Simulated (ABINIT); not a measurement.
# A GW chain in ABINIT: TaAgO3 (Pm-3m), part 3 of 3

Aim: the G0W0 gap of TaAgO3 (Pm-3m) on PBEsol, step by step.

ABINIT 10.8.3; PBEsol and many-body steps on it, plane waves. Known limits of the many-body steps: not at the basis limit; d shell near the gap, gap tends to lie low; no spin-orbit coupling; coarse k mesh.

So far. Step 4 (Empty states on the mesh, 2×2×2 mesh, 55 bands): On this mesh the gap is 1.588 eV. Step 5 (Screening, 2×2×2 mesh, 51 bands, screening to 87.1 eV): Local fields lower ε∞ by 3 %. On a Γ-centred mesh this coarse the value itself is usually too large, while a short band sum pulls it down.

### 6. Self-energy, 2×2×2 mesh, 51 bands, screening to 87.1 eV

The self-energy is evaluated for the states that the input lists, and the levels follow from it, in one-shot runs by the linearised quasiparticle equation.

This step: G0W0 on PBEsol, plane waves, norm-conserving pseudopotentials.

run.abi reads:

```
acell 3*1.0 Angstrom
rprim 
  3.999370000000 0.000000000000 0.000000000000
  0.000000000000 3.999370000000 0.000000000000
  0.000000000000 0.000000000000 3.999370000000
ntypat 3
znucl 73 47 8
natom 5
typat 1 2 3 3 3
xred 
  0.000000000000 0.000000000000 0.000000000000
  0.500000000000 0.500000000000 0.500000000000
  0.000000000000 0.000000000000 0.500000000000
  0.000000000000 0.500000000000 0.000000000000
  0.500000000000 0.000000000000 0.000000000000
pp_dirpath "pseudos"
pseudos "Ta.upf, Ag.upf, O.upf"
ecut 37
ngkpt 2 2 2
nshiftk 1
shiftk 0 0 0
kptopt 1
chksymbreak 0
istwfk *1
occopt 1
irdwfk 1
optdriver 4
nband 51
gwcalctyp 0
ecutsigx 37
symsigma 1
nkptgw 3
kptgw 
  0.5000000000 0.5000000000 0.0000000000
  0.0000000000 0.0000000000 0.0000000000
  0.5000000000 0.0000000000 0.0000000000
bdgw 
  23 27
  23 29
  24 28
ecuteps 3.2
irdscr 1
ppmodel 1
indata_prefix "in"
outdata_prefix "out"
tmpdata_prefix "tmp"
```

Run with:

```console
OMP_NUM_THREADS=1 mpirun -n 4 abinit run.abi > log
```

Numbers of over 12 decimals in the logs are rounded to 6 here.

The log of the run:

```text
.Version 10.8.3 of ABINIT. v10.8.2 released Aug 2026.

 Symmetries : space group Pm -3 m (#221); Bravais cP (primitive cubic)
[... echo of the input left out ...]
== DATASET  1 ==================================================================
-   mpi_nproc: 4, omp_nthreads: 1 (-1 if OMP is not activated)

--- !DatasetInfo
iteration_state: {dtset: 1, }
dimensions: {natom: 5, nkpt: 4, mband: 51, nsppol: 1, nspinor: 1, nspden: 1, mpw: 4697, }
cutoff_energies: {ecut:  37.0, pawecutdg:  -1.0, }
electrons: {nelect:   5.00000000E+01, charge:   0.00000000E+00, occopt:   1.00000000E+00, tsmear:   1.00000000E-02, }

 SIGMA: Calculation of the GW corrections

 Based on a program developped by R.W. Godby, V. Olevano, G. Onida, and L. Reining.
 Incorporated in ABINIT by V. Olevano, G.-M. Rignanese, and M. Torrent.
.Using double precision arithmetic ; gwpc =  8

[... cell and pseudopotentials left out ...]
--------------------------------------------------------------------------------

 ==== K-mesh for the wavefunctions ====
 Number of points in the irreducible wedge :     4
[... list of points left out ...]
 Together with 48 symmetry operations and time-reversal symmetry
 yields     8 points in the full Brillouin Zone.

 ==== Q-mesh for screening function ====
 Number of points in the irreducible wedge :     4
[... list of points left out ...]
 Together with 48 symmetry operations and time-reversal symmetry
 yields     8 points in the full Brillouin Zone.

 vcoul_init : cutoff-mode = AUXILIARY_FUNCTION
 q-points for optical limit:   1
     1)      0.000010    0.000020    0.000030
 setmesh: FFT mesh size selected  =    45x   45x   45
          total number of points  =        91125

 Number of electrons calculated from density =   50.0000; Expected =   50.0000
 average of density, n =  0.115824
 r_s =    1.2726
 omega_plasma =   32.8288 [eV]

 === KS Band Gaps ===
  >>>> For spin  1
   Minimum direct gap =   2.1713 [eV], located at k-point      :   0.5000  0.0000  0.0000
   Fundamental gap    =   1.5877 [eV], Top of valence bands at :   0.5000  0.5000  0.0000
                                       Bottom of conduction at :   0.0000  0.0000  0.0000
 SIGMA fundamental parameters:
 PLASMON POLE MODEL  1
 number of plane-waves for SigmaX                 4697
 number of plane-waves for SigmaC and W            123
 number of plane-waves for wavefunctions          4697
 number of bands                                    51
 number of independent spin polarizations            1
 number of spinorial components                      1
 number of k-points in IBZ                           4
 number of q-points in IBZ                           4
 number of symmetry operations                      48
 number of k-points in BZ                            8
 number of q-points in BZ                            8
 number of frequencies for dSigma/dE                 9
 frequency step for dSigma/dE [eV]                0.25
 number of omega for Sigma on real axis              0
 max omega for Sigma on real axis  [eV]           0.00
 zcut for avoiding poles [eV]                     0.10

 EPSILON^-1 parameters (SCR file):
 dimension of the eps^-1 matrix on file            123
 dimension of the eps^-1 matrix used               123
 number of plane-waves for wavefunctions          4697
 number of bands                                    51
 number of q-points in IBZ                           4
 number of frequencies                               2
 number of real frequencies                          1
 number of imag frequencies                          1

 matrix elements of self-energy operator (all in [eV])

 Perturbative Calculation

--- !SelfEnergy_ee
iteration_state: {dtset: 1, }
kpoint     : [   0.500,    0.500,    0.000, ]
spin       : 1
KS_gap     :    4.691
QP_gap     :    6.414
Delta_QP_KS:    1.723
data: !SigmaeeData |
     Band     E0 <VxcDFT>   SigX SigC(E0)      Z dSigC/dE  Sig(E)    E-E0       E
       23   5.502 -23.721 -29.563   5.554   0.787  -0.270 -23.948  -0.226   5.275
       24   5.502 -23.721 -29.563   5.554   0.787  -0.270 -23.948  -0.227   5.275
       25   6.058 -21.399 -26.342   5.407   0.771  -0.298 -21.041   0.358   6.416
       26  10.749 -17.780 -11.510  -3.643   0.792  -0.263 -15.699   2.081  12.830
       27  10.749 -17.780 -11.510  -3.643   0.792  -0.263 -15.699   2.081  12.830

--- !SelfEnergy_ee
iteration_state: {dtset: 1, }
kpoint     : [   0.000,    0.000,    0.000, ]
spin       : 1
KS_gap     :    2.709
QP_gap     :    3.556
Delta_QP_KS:    0.847
data: !SigmaeeData |
     Band     E0 <VxcDFT>   SigX SigC(E0)      Z dSigC/dE  Sig(E)    E-E0       E
       23   4.936 -20.181 -25.375   5.683   0.768  -0.301 -19.805   0.376   5.312
       24   4.936 -20.181 -25.375   5.683   0.768  -0.301 -19.805   0.376   5.312
       25   4.936 -20.181 -25.375   5.683   0.768  -0.301 -19.805   0.376   5.312
       26   7.645 -11.924  -6.856  -3.602   0.834  -0.199 -10.702   1.223   8.868
       27   8.214 -15.753  -9.914  -3.611   0.823  -0.215 -13.920   1.833  10.047
       28   8.214 -15.753  -9.914  -3.611   0.823  -0.215 -13.920   1.833  10.047
       29   8.214 -15.753  -9.914  -3.611   0.823  -0.215 -13.920   1.833  10.047

--- !SelfEnergy_ee
iteration_state: {dtset: 1, }
kpoint     : [   0.500,    0.000,    0.000, ]
spin       : 1
KS_gap     :    2.171
QP_gap     :    4.060
Delta_QP_KS:    1.889
data: !SigmaeeData |
     Band     E0 <VxcDFT>   SigX SigC(E0)      Z dSigC/dE  Sig(E)    E-E0       E
       24   5.887 -22.998 -28.577   5.587   0.780  -0.282 -22.992   0.005   5.892
       25   5.887 -22.998 -28.577   5.587   0.780  -0.282 -22.992   0.005   5.892
       26   8.058 -14.934  -8.814  -3.822   0.825  -0.213 -13.039   1.894   9.952
       27  10.688 -17.776 -11.640  -3.546   0.791  -0.264 -15.727   2.049  12.737
       28  10.688 -17.776 -11.640  -3.546   0.791  -0.264 -15.727   2.049  12.737

== END DATASET(S) ==============================================================
================================================================================

 -outvars: echo values of variables after computation  --------
           etotal      0.0000000000E+00
            nband          51
             nkpt           4
          spgroup         221
 [... the other variables as echoed above ...]

 Calculation completed.
```

The job ended after 13 s (4 MPI ranks of AMD EPYC 7571, shared host; peak memory 0.74 GiB; 49 s of CPU time).

This step gave:

| Property | Result |
| --- | --- |
| G0W0 gap on the points computed | 2.452 eV |
| starting gap on the mesh | 1.588 eV |
| k of the valence top | 0.5, 0.5, 0 |
| k of the conduction bottom | 0, 0, 0 |
| Z at the valence top | 0.771 |
| Z at the conduction bottom | 0.834 |
| least direct G0W0 gap on the computed points | 3.556 eV |

The gap on the mesh goes from 1.59 eV to 2.45 eV, a correction of +0.86 eV.

Limits: finite bands, cutoff and mesh; d shell near the gap, gap tends to lie low; no spin-orbit coupling; coarse k mesh. v1 is the top filled band, c1 the lowest empty one. The levels before and after the correction (eV, zero at the valence-band top of each column):

|  | conduction bottom | valence top |
| --- | --- | --- |
| Kohn-Sham | 1.59 | 0.00 |
| G0W0 | 2.45 | 0.00 |

|  | level | energy (eV) |
| --- | --- | --- |
| Kohn-Sham | (0.5 0.5 0) v3-v2 | -0.556 |
| Kohn-Sham | (0.5 0.5 0) v1 | 0.000 |
| Kohn-Sham | (0.5 0.5 0) c1-c2 | 4.692 |
| Kohn-Sham | Γ v3-v1 | -1.121 |
| Kohn-Sham | Γ c1 | 1.588 |
| Kohn-Sham | Γ c2-c4 | 2.157 |
| G0W0 | (0.5 0.5 0) v3-v2 | -1.141 |
| G0W0 | (0.5 0.5 0) v1 | 0.000 |
| G0W0 | (0.5 0.5 0) c1-c2 | 6.414 |
| G0W0 | Γ v3-v1 | -1.104 |
| G0W0 | Γ c1 | 2.452 |
| G0W0 | Γ c2-c4 | 3.631 |

### 7. Where the time went

Times are wall times on 4 MPI ranks of AMD EPYC 7571, shared host, good to a factor of about two.

| step | time | share | memory (GiB) |
| --- | --- | --- | --- |
| ground state | 87 s | 37 % | 0.41 |
| bands along the symmetry lines | 99 s | 42 % | 0.41 |
| empty states on the mesh | 21 s | 9 % | 0.32 |
| screening | 16 s | 7 % | 0.65 |
| self-energy | 13 s | 5 % | 0.74 |

### 8. Results

- PBEsol gap: 1.59 eV, indirect
- G0W0 gap on the mesh: 2.45 eV
- GW settings: 2×2×2 mesh, 51 bands, screening to 87.1 eV, Godby-Needs plasmon pole
- known limits: not at the basis limit; d shell near the gap, gap tends to lie low; no spin-orbit coupling; coarse k mesh

**Reading.** G0W0 moves the gap on the mesh from 1.59 eV to 2.45 eV (+0.86 eV), with Z of 0.77 and 0.83 at the edges. Local fields lower the RPA ε∞ on this mesh from 11.89 to 11.49; a Γ-centred mesh this coarse tends to raise both, most where the direct gap is narrow, while a short band sum lowers them. Only 3 of the mesh's irreducible points were corrected, so a valley elsewhere could overtake. Bands and cutoff are finite, so the gap is not at the basis limit. The miss can reach some tenths of an eV and take either sign; the mesh is an error of its own. In the G0W0 run levels were corrected at 3 k points alone, so a gap called «on the mesh» is the least over those, and an edge elsewhere would be missed. The 2×2×2 mesh is coarse for this cell, which bears on the long-range parts of exchange and screening. This is the ideal cubic cell; many perovskites, halides above all, are cubic only on average, and local tilts or off-centring can widen the gap. A d shell, filled or nearly so, lies near the gap. One-shot GW converges very slowly in bands there, not always from below, and on a semilocal start the gap tends to come out low; starts rich in exact exchange can overshoot instead. The many-body steps are scalar-relativistic: spin-orbit coupling is not in them.

[Paths, hosts, dates, memory and timing lines, banners, echoed tables and standing remarks are left out of the program output.]

[Logs are printed without paths, hosts, clocks, repeated set-up lines and the standing remarks that a program may print on its own settings, such as how far it seeks lower states.]

[Runs of the session that timed out or met a known fault of the program may be left out.]

[Hosts, paths, dates, database ids (printed as entryN), source tags and the programs' standing remarks are cut or masked in the printed files.]

[G0W0 gaps are taken among the corrected bands and points alone; a level outside them can change the order at an edge.]

[Where Ansatz stands beside ABINIT at settings called matched, ABINIT's density can come from a denser mesh and the files from another edition; pairs whose starting gaps differed by over 0.03 eV were left out, so agreement reads better than it is.]
